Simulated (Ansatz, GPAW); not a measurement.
# Optical response of Mg3Te2 (model structure), part 3 of 3

Aim: the dielectric function of Mg3Te2 (model structure), and the optical constants that follow from it. The cell was made here by substitution or stacking, whether or not such a phase is known. It was built so: All Ni replaced by Mg and Se replaced by Te in the R32 structure of Ni3Se2. The cell is first relaxed with Ansatz.

GPAW 26.7.0; DFT, revPBE, plane-wave PAW (GPAW data sets), scalar-relativistic, RPA, optical limit.

So far. Step 3 (Ground state): There are states at the Fermi level within the smearing, so the occupations stay smeared and the carriers get a Drude term.

### Step 5. Dielectric function, RPA (continued)

Values under 1 per cm are given as 1; sum at mesh points, not converged in k. Table of absorption coefficient by photon energy:

```tsv
photon energy (eV)	E ∥ x (1/cm)	E ∥ z (1/cm)
0.492	4.7e5	4.5e5
1.010	4.1e5	2.8e5
1.486	4.3e5	4.4e5
1.985	4.9e5	4.9e5
2.508	3.0e5	3.9e5
3.018	2.5e5	2.0e5
3.510	6.7e5	6.8e5
3.980	5.2e5	6.9e5
4.516	8.0e5	8.2e5
4.981	9.1e5	7.7e5
5.515	1.0e6	9.7e5
6.021	9.7e5	1.0e6
6.494	8.7e5	1.0e6
6.985	1.0e6	1.1e6
7.496	1.1e6	1.1e6
8.026	1.1e6	1.0e6
8.516	1.1e6	9.6e5
9.023	9.8e5	8.9e5
9.483	1.0e6	8.5e5
10.026	9.1e5	7.3e5
10.519	7.6e5	6.3e5
11.029	6.4e5	6.1e5
11.479	5.6e5	5.3e5
12.023	5.1e5	4.8e5
12.504	4.7e5	4.7e5
13.000	4.3e5	3.8e5
13.512	3.5e5	3.3e5
14.040	2.8e5	3.4e5
14.493	2.8e5	2.8e5
14.960	3.3e5	2.9e5
15.536	2.7e5	2.6e5
16.031	2.8e5	2.6e5
16.541	2.6e5	2.7e5
16.959	2.5e5	2.4e5
17.496	2.7e5	2.6e5
18.049	2.7e5	2.4e5
18.504	2.6e5	2.4e5
18.969	2.4e5	2.2e5
19.447	2.6e5	2.6e5
```

The Im ε, E ∥ x has structure finer than the step of the table below, so its rows give means over 0.5 eV, whole bins alone (the curve runs from 0.305 to 19.9 eV). Peaks (eV: height): without local fields 0.88: 12.4, 1.21: 18.1, 1.52: 8.84, 1.91: 7.84, 3.30: 10.3, 4.65: 9.83; with local fields 0.88: 12.5, 1.21: 17.5, 1.52: 8.85, 1.91: 7.51, 3.30: 8.74, 4.65: 6.90.

Sum at mesh points, not converged in k. Im ε, E ∥ x against photon energy; means over each step:

```tsv
photon energy (eV)	without local fields	with local fields
1.0	10.9	10.6
1.5	7.28	7.10
2.0	5.55	5.20
2.5	3.17	2.85
3.0	5.80	5.12
3.5	7.96	6.66
4.0	7.13	5.28
4.5	9.13	6.31
5.0	7.80	5.72
5.5	5.57	4.30
6.0	3.61	2.91
6.5	3.61	2.79
7.0	2.86	2.50
7.5	2.31	2.28
8.0	1.74	1.94
8.5	1.22	1.45
9.0	0.924	1.10
9.5	0.713	0.846
10.0	0.607	0.670
10.5	0.512	0.539
11.0	0.448	0.458
11.5	0.426	0.423
12.0	0.370	0.350
12.5	0.364	0.335
13.0	0.335	0.322
13.5	0.302	0.284
14.0	0.281	0.250
14.5	0.272	0.257
15.0	0.237	0.274
15.5	0.220	0.251
16.0	0.188	0.241
16.5	0.173	0.227
17.0	0.167	0.224
17.5	0.149	0.220
18.0	0.142	0.222
18.5	0.115	0.223
19.0	0.115	0.203
19.5	0.104	0.206
```

The reflectivity at normal incidence has structure finer than the step of the table below, so its rows give means over 0.5 eV, whole bins alone (the curve runs from 0.305 to 19.9 eV). Peaks (eV: height): E ∥ x 1.35: 76.1, 2.02: 56.0, 3.34: 37.7, 5.82: 46.6, 9.55: 47.0; E ∥ z 1.38: 75.2, 1.99: 66.6, 5.22: 42.7, 7.73: 52.4, 8.96: 50.2.

Sum at mesh points, not converged in k. Reflectivity at normal incidence against photon energy; means over each step:

```tsv
photon energy (eV)	E ∥ x (%)	E ∥ z (%)
1.0	77.5	68.7
1.5	67.2	66.1
2.0	47.0	56.4
2.5	27.0	27.7
3.0	23.7	17.0
3.5	34.0	30.3
4.0	28.4	32.3
4.5	33.1	33.0
5.0	38.1	32.9
5.5	41.1	37.0
6.0	40.7	38.1
6.5	32.3	37.8
7.0	35.0	37.9
7.5	35.7	45.4
8.0	38.3	45.7
8.5	40.7	37.9
9.0	41.7	45.1
9.5	43.9	38.5
10.0	41.2	34.4
10.5	38.2	29.2
11.0	33.1	24.0
11.5	26.9	20.2
12.0	23.9	21.4
12.5	16.5	14.2
13.0	13.7	11.5
13.5	10.6	8.65
14.0	7.97	7.46
14.5	5.68	5.28
15.0	5.34	4.35
15.5	4.41	4.69
16.0	3.83	3.88
16.5	3.19	3.17
17.0	2.78	2.68
17.5	2.47	2.51
18.0	2.09	2.12
18.5	2.12	1.71
19.0	1.83	1.73
19.5	1.64	1.39
```

The loss function −Im 1/ε at q → 0 has structure finer than the step of the table below, so its rows give means over 0.5 eV, whole bins alone (the curve runs from 0.305 to 19.9 eV). Peaks (eV: height): E ∥ x 2.55: 0.515, 11.40: 2.52, 12.26: 3.09; E ∥ z 2.66: 0.521, 11.33: 2.36, 12.02: 3.05, 12.67: 2.53.

Sum at mesh points, not converged in k. Loss function −Im 1/ε at q → 0 against energy loss; means over each step:

```tsv
energy loss (eV)	E ∥ x	E ∥ z
1.0	0.0308	0.0413
1.5	0.0655	0.0613
2.0	0.152	0.138
2.5	0.302	0.346
3.0	0.125	0.160
3.5	0.153	0.133
4.0	0.182	0.152
4.5	0.156	0.193
5.0	0.167	0.178
5.5	0.197	0.214
6.0	0.263	0.233
6.5	0.326	0.286
7.0	0.335	0.292
7.5	0.352	0.285
8.0	0.371	0.400
8.5	0.431	0.557
9.0	0.527	0.577
9.5	0.623	0.906
10.0	0.868	1.25
10.5	1.24	1.59
11.0	1.77	1.86
11.5	2.25	2.07
12.0	2.82	2.56
12.5	2.66	2.34
13.0	2.41	2.12
13.5	2.03	1.70
14.0	1.56	1.50
14.5	1.18	1.11
15.0	1.14	0.995
15.5	0.958	1.02
16.0	0.849	0.865
16.5	0.727	0.741
17.0	0.659	0.641
17.5	0.607	0.619
18.0	0.553	0.522
18.5	0.557	0.479
19.0	0.487	0.456
19.5	0.462	0.437
```

Optical constants at common wavelengths, from n + ik = √ε:

```tsv
wavelength (nm)	n x	k x	R (%) x	1/α x	n z	k z	R (%) z	1/α z
1550	0.93	5.578	89.3	22 nm	0.81	4.670	87.0	26 nm
1064	2.18	3.384	59.5	25 nm	2.61	4.215	66.1	20 nm
532	1.04	1.782	43.2	24 nm	1.11	1.605	36.8	26 nm
450	1.74	0.846	15.3	42 nm	1.39	0.624	9.0	57 nm
308	1.94	1.414	27.1	17 nm	1.98	1.811	34.9	14 nm
248	1.74	1.857	36.5	11 nm	1.69	1.518	29.2	13 nm
193	1.00	1.252	28.2	12 nm	0.92	1.573	40.3	9.8 nm
```

A polished face would reflect 42 % of daylight and look yellow (CIE x = 0.410, y = 0.417 under D65).

### Step 6. What came out

```yaml
centre_of_weight_of_the_strongest_loss_peak_in_the_window_first_axis: 12.4 eV
```

At this level (revPBE, RPA) Mg3Te2 is a metal. The mesh is too coarse to trust the carriers' weight, the reflectivity or the colour to better than tens of per cent. The cell grew by 49.4 % in volume. A polished face would reflect 42 % of daylight and look yellow (CIE x = 0.410, y = 0.417 under D65). The carriers' damping of 0.05 eV is typed, not computed; it shapes the response at the lowest energies. Spin-orbit coupling is left out although heavy atoms are present. The curves end at 20 eV, about where the summed bands run out. The cell grew by 49 % in the relaxation, which can come from the guessed start or, where layers or molecules are weakly bound, from the missing dispersion term; a larger cell lowers ε. GPAW's carrier term has the form −ωp²/(ω + i·rate)², which damps like twice the rate and fails at low energy, so the curves leave the lowest energies out. The sum runs over mesh points 0.19 Å⁻¹ apart with no interpolation, so peaks are partly noise of the mesh, and the Drude plasma energy, a sum over the Fermi surface, isn't converged.

[Machine, clock and banner lines and Python warnings are left out of the logs.]

[Logs are printed without paths, hosts, clocks, repeated set-up lines and the standing remarks that a program may print on its own settings, such as how far it seeks lower states.]

[Hosts, paths, dates, database ids (printed as entryN), source tags and the programs' standing remarks are cut or masked in the printed files.]
